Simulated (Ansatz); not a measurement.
**HfN (F-43m): phonons and vibrational spectra**

Aim: the phonons of HfN (F-43m) at a cell relaxed beforehand at this level. After the zone centre comes a 4×4×4 q mesh on a 16×16×16 k mesh.

Program: Ansatz 0.2.0. Level of theory: DFT PBEsol, scalar-relativistic, plane waves, PAW. Results are calculated unless marked as measured.

## Step 1: Starting point

It takes space group F-43m (No. 216, cubic). The conventional cell has a = 4.867 Å, b = 4.867 Å, c = 4.867 Å, α = 90.00°, β = 90.00°, γ = 90.00°. Hf has 4 N at 2.11 Å nearest. Nearest to N lie 4 Hf at 2.11 Å. Farther neighbours and most contacts between anions are not listed.

As a file:

```cif
data_structure
_symmetry_space_group_name_H-M 'P 1'
_symmetry_Int_Tables_number 1
_cell_length_a 3.4413
_cell_length_b 3.4413
_cell_length_c 3.4413
_cell_angle_alpha 60.000
_cell_angle_beta 60.000
_cell_angle_gamma 60.000
_cell_volume 28.82
loop_
_atom_site_label
_atom_site_type_symbol
_atom_site_fract_x
_atom_site_fract_y
_atom_site_fract_z
_atom_site_occupancy
Hf1 Hf 0.00000 0.00000 0.00000 1
N2 N 0.75000 0.75000 0.75000 1
```

## Step 2: Zone-centre response

The cell comes from relaxations at this level that are not shown. The zone centre comes first: it holds the modes that light can see, as far as symmetry allows. No field response is asked, since the mesh shows no gap.

Input file input.yaml:

```yaml
crystal:
  lattice:
    - [0.0, 2.4333767295, 2.4333767295]
    - [2.4333767295, 0.0, 2.4333767295]
    - [2.4333767295, 2.4333767295, 0.0]
  atoms:
    - { symbol: Hf, position: [0.0, 0.0, 0.0] }
    - { symbol: "N", position: [0.75, 0.75, 0.75] }
kpoints:
  mp_grid: { grid: [16, 16, 16] }
hamiltonian:
  xc: pbesol
scf:
  occupations: { method: methfessel_paxton, width: 0.15 }
output:
  eigenvalues: true
phonons:
  method: dfpt
```

Started as:

```
> ansatz run input.yaml --threads 4 --pin off --max-ram 7168MiB --backend cpu --events-out ev --progress --plain --runs-dir out
```

Numbers of over 12 decimals in the logs are rounded to 6 here.

Log:

```text
zone centre: on kpoints.mp_grid the ground state, and the responses unless they are solved on pairs of k-points, stand on 349 of the mesh's 4096 k-points, reduced under 8 symmetry operations, with k and −k counted as one. Each operation leaves every solved displacement unchanged or reverses it
Engine: ansatz 0.2.0, aarch64-unknown-linux-gnu
Pseudopotentials: kind: paw
Pseudopotential: Hf, paw, valence charge 26, recommended cutoff 420 eV (normal), Hf.paw.azcp
Pseudopotential: N, paw, valence charge 5, recommended cutoff 420 eV (normal), N.paw.azcp
Functional definition: PBEsol
  exchange = pbesol_x
  correlation = pbesol_c
Crystal: 2 atoms, lattice volume = 28.818 Å³
Basis set: ecut = 420 eV, 537 PW (Γ), exchange–correlation on 48×48×48 points (8 copies of the dense FFT grid, shifted against one another)
Bands: 20, of which v1, the nominal top of the filled ones, is band 16 counted from 1 (15 counted from 0)
Symmetry: 24 space group operations
k-points: 349 of 4096 (irreducible under 8 space group operations, time reversal used)
Non-local potential: Hf, projectors of the file, l = 0: 3, l = 1: 2, l = 2: 2, l = 3: 3
Non-local potential: N, projectors of the file, l = 0: 2, l = 1: 2, l = 2: 1
PAW form: soft (Blöchl's): semilocal exchange-correlation on the pseudo side does not see the compensation charge
PAW frozen core: Hf, regenerated for the run's functional, and the local potential with it (the file was generated under x = pbe(κ = 0.804, μ = 0.219515), c = pbe(β = 0.066725))
PAW frozen core: N, regenerated for the run's functional, and the local potential with it (the file was generated under x = pbe(κ = 0.804, μ = 0.219515), c = pbe(β = 0.066725))
PAW one-centre angular grid: Hf, 590 points (default); XC on 64 Gauss nodes
PAW one-centre angular grid: N, 110 points (default); XC on 64 Gauss nodes
Initial density: superposition of atomic densities (neutral atoms: chi_scale 0, normalization atom), corrected by the library's trained network
Initial wavefunctions: pseudopotential atomic-orbital guess
Functional: x = pbesol(κ = 0.804, μ = 0.123457), c = pbesol(β = 0.046)
SCF iter   1: F=—  HF=-15979.591000 eV  |F-HF|=—  |Δ(HF+E_count)|=         —  Δρ=1.66e-2  dr2=8.41e-2  ethr=1.77e-3  ⟨swp⟩=4.3  Hψ=26962  notcnv=0
preconditioner: auto → Kerker (q_TF=auto, 2.762 Å⁻¹)  [metal: Δε(μ)=0.052 eV  Ē_g=18.374 eV  σ=0.150 eV  W_gap=0.28  n_scr=14 (ndim 8)  ℏωp=37.3 eV  f_vac=0.003  D(μ)=0.53/eV (n_scr^D=0)]
SCF iter   2: F=—  HF=-15979.571499 eV  |F-HF|=—  |Δ(HF+E_count)|=   1.95e-2  S|Δr|=    0.00e0  Δρ=3.28e-3  dr2=3.11e-3  ethr=2.71e-4  ⟨swp⟩=1.5  Hψ=10101  notcnv=0  defer=33
preconditioner: auto → none  [insulator: Δε(μ)=0.103 eV  Ē_g=18.375 eV  σ=0.150 eV  W_gap=0.54  n_scr=14 (ndim 8)  ℏωp=37.3 eV  f_vac=0.006  D(μ)=0.55/eV (n_scr^D=0)  ε∞_Penn≈5.1]
SCF iter   3: F=—  HF=-15979.571286 eV  |F-HF|=—  |Δ(HF+E_count)|=   2.13e-4  S|Δr|=    0.00e0  Δρ=1.16e-3  dr2=1.85e-4  ethr=1.00e-5  ⟨swp⟩=2.4  Hψ=10727  notcnv=0  defer=33
SCF iter   4: F=—  HF=-15979.571392 eV  |F-HF|=—  |Δ(HF+E_count)|=   1.06e-4  S|Δr|=    0.00e0  Δρ=4.38e-4  dr2=3.17e-5  ethr=5.95e-7  ⟨swp⟩=2.0  Hψ=12342  notcnv=0  defer=33
SCF iter   5: F=—  HF=-15979.571372 eV  |F-HF|=—  |Δ(HF+E_count)|=   1.99e-5  S|Δr|=    0.00e0  Δρ=7.53e-5  dr2=8.32e-7  ethr=1.02e-7  ⟨swp⟩=2.0  Hψ=12334  notcnv=0  defer=33
SCF iter   6: F=—  HF=-15979.571371 eV  |F-HF|=—  |Δ(HF+E_count)|=   1.91e-6  S|Δr|=    0.00e0  Δρ=1.24e-5  dr2=2.82e-8  ethr=2.69e-9  ⟨swp⟩=2.0  Hψ=10994  notcnv=0  defer=33
SCF iter   7: F=—  HF=-15979.571371 eV  |F-HF|=—  |Δ(HF+E_count)|=   1.08e-8  S|Δr|=    0.00e0  Δρ=2.72e-6  dr2=1.15e-9  ethr=9.09e-11  ⟨swp⟩=2.0  Hψ=12017  notcnv=0  defer=33
SCF iter   8: F=—  HF=-15979.571371 eV  |F-HF|=—  |Δ(HF+E_count)|=  6.88e-10  S|Δr|=    0.00e0  Δρ=3.45e-7  dr2=2.54e-11  ethr=3.70e-12  ⟨swp⟩=2.0  Hψ=12038  notcnv=0  defer=33
SCF iter   9: F=-15979.571371 eV  HF=-15979.571371 eV  |F-HF|=0.00e0  |Δ(HF+E_count)|=  3.64e-12  S|Δr|=    0.00e0  Δρ=2.87e-8  dr2=1.46e-13  ethr=1.00e-12  ⟨swp⟩=6.2  Hψ=31969  notcnv=0
SCF 1 converged in 9 iterations: F = -15979.571371 eV  dr2 = 1.46e-13
  greatest PAW one-centre occupation: 0.998 electrons in one spin orbital (limit 2), on the Hf atom at site 0 (counted from 0), in its partial waves of l = 3
DFPT response loops at Γ: preconditioner auto → Kerker (q_TF=auto, 2.762 Å⁻¹) (partly filled bands, converged f_vac=0.009); β = 1.00, the filter's whole step (`scf.mixing.beta` (0.50) is not read by the response loops under this deck's `scf.mixing.preconditioner`; to damp them name `kerker` or `kerker_dos`, under which they read `scf.mixing.beta`, and type it under 1.00, their step now; both keys bind the ground state too); Broyden in place of MSR1
SCF converged after 9 iterations
Stability not checked: this state was not tested for a lower state beside it, because cold or Methfessel-Paxton smearing, or corrected tetrahedra, fill the levels in a way that the test cannot read (fill_not_monotonic; see scf.lower_state_search)
Free energy (F): -15979.571371 eV
Harris-Foulkes:  -15979.571371 eV  (|F-HF|=0.00e0)
Internal energy: -15979.572018 eV  (E = F + TS)
E sigma→0 (E₀):  -15979.571532 eV
Entropy (-TS):   0.000647 eV (0.324 meV/atom)
Fermi energy:    18.194681 eV
--- Per-component energies (eV) ---
  E_band       = 18.214336
  E_kinetic    = 554.712552
  E_local      = -5583.721058  (includes V_loc(G=0)·N_el)
  E_nonlocal   = -1191.949009
  E_hartree    = 2590.931399
  E_xc         = -357.461641
  E_vxc        = -342.335757  (∫ρ·V_xc dr)
  E_paw        = -6930.166171  (= ΣΔE_a)
  E_vpaw       = 1399.644700  (= ΣTr[D̂ρ^β])
  E_aug_tail   = 0.000091  (compensation charges beyond the density's cutoff)
  E_ewald      = -5063.197372
  E_core_change = 1.279190  (= ΣΔE_core)
  E_smearing   = 0.000647  (= −TS)
  E_closure    = 0.000000  (closes the sum)
  Σ components = -15979.571371   (vs F -15979.571371, Δ=0.00e0)
--- Band table (eV; the first three rows and the last of 349) ---
  k-point 0: bands = [... 12 lower, 12.6252, 12.6252, 12.6252, 17.5887, 20.4499, 20.4499, 24.9536, 24.9536]
  k-point 1: bands = [... 12 lower, 12.5318, 12.6560, 12.6560, 17.8074, 20.3768, 20.3768, 24.8402, 25.0603]
  k-point 2: bands = [... 12 lower, 12.3199, 12.7415, 12.7415, 18.3773, 20.2126, 20.2126, 24.5564, 25.2930]
  k-point 348: bands = [... 12 lower, 12.4191, 13.0512, 14.6112, 16.8741, 19.5964, 21.8830, 23.4017, 24.9722]
--- Phonons (Γ-DFPT): 2 representative perturbations + reference, on 349 of 4096 k-points (Σ response iterations 6) ---
  k mesh reduced under 8 symmetry operations, with k and −k counted as one. Each operation leaves every solved displacement unchanged or reverses it
  ASR residual: 2.191e-5 → 0.000e0 eV/Å²; symmetrization residual: 9.594e-7 eV/Å²
  ASR residual per site (eV/Å²): 2.00e-5 2.19e-5
  Γ frequencies (cm⁻¹): 0.00 0.00 0.00 523.74 523.74 523.74
  non-analytic LO–TO correction: not included (Born effective charges unavailable; polar crystals: no LO–TO splitting at Γ)
```

Elapsed: 17 s, on 4 threads of Arm Neoverse V2, shared host; peak memory 0.85 GiB.

Reading the cycles: dr2 is the Hartree energy of the density residual (eV), the measure of convergence; HF is the Harris–Foulkes estimate of the energy, which meets the free energy F at convergence.

This step gave:

* volume per atom: 14.41 Å³
* gap on the k-mesh: 0 eV
* sum-rule residual before enforcement: 2.19e-5 eV/Å²
* point group: -43m
* highest optical mode at the zone centre (no LO-TO term): 523.7 cm⁻¹
* lowest optical zone-centre mode: 523.7 cm⁻¹

Patterns of degenerate modes are one choice out of their space. The modes at Γ (shares of kinetic energy by element, %):

```
mode  frequency (cm⁻¹)  symmetry  Hf %  N %
   1               0.0  acoustic    93    7
   2               0.0  acoustic    93    7
   3               0.0  acoustic    93    7
   4             523.7        T2     7   93
   5             523.7        T2     7   93
   6             523.7        T2     7   93
```

Displacements in mode 4 (523.7 cm⁻¹), the largest set to 1:
```
Hf1  0.00 -0.08  0.00
N2   0.00  1.00  0.01
```

Before it was imposed, the acoustic sum rule was missed by 2.2e-5 eV/Å². Small misses are needed for a sound result but don't prove that mesh and cutoff are converged. The lowest optical mode is real, 524 cm⁻¹.

(Part 1 of 2 ends here.)

[Logs are printed without paths, hosts, clocks, repeated set-up lines and the standing remarks that a program may print on its own settings, such as how far it seeks lower states.]

[Hosts, paths, dates, database ids (printed as entryN), source tags and the programs' standing remarks are cut or masked in the printed files.]
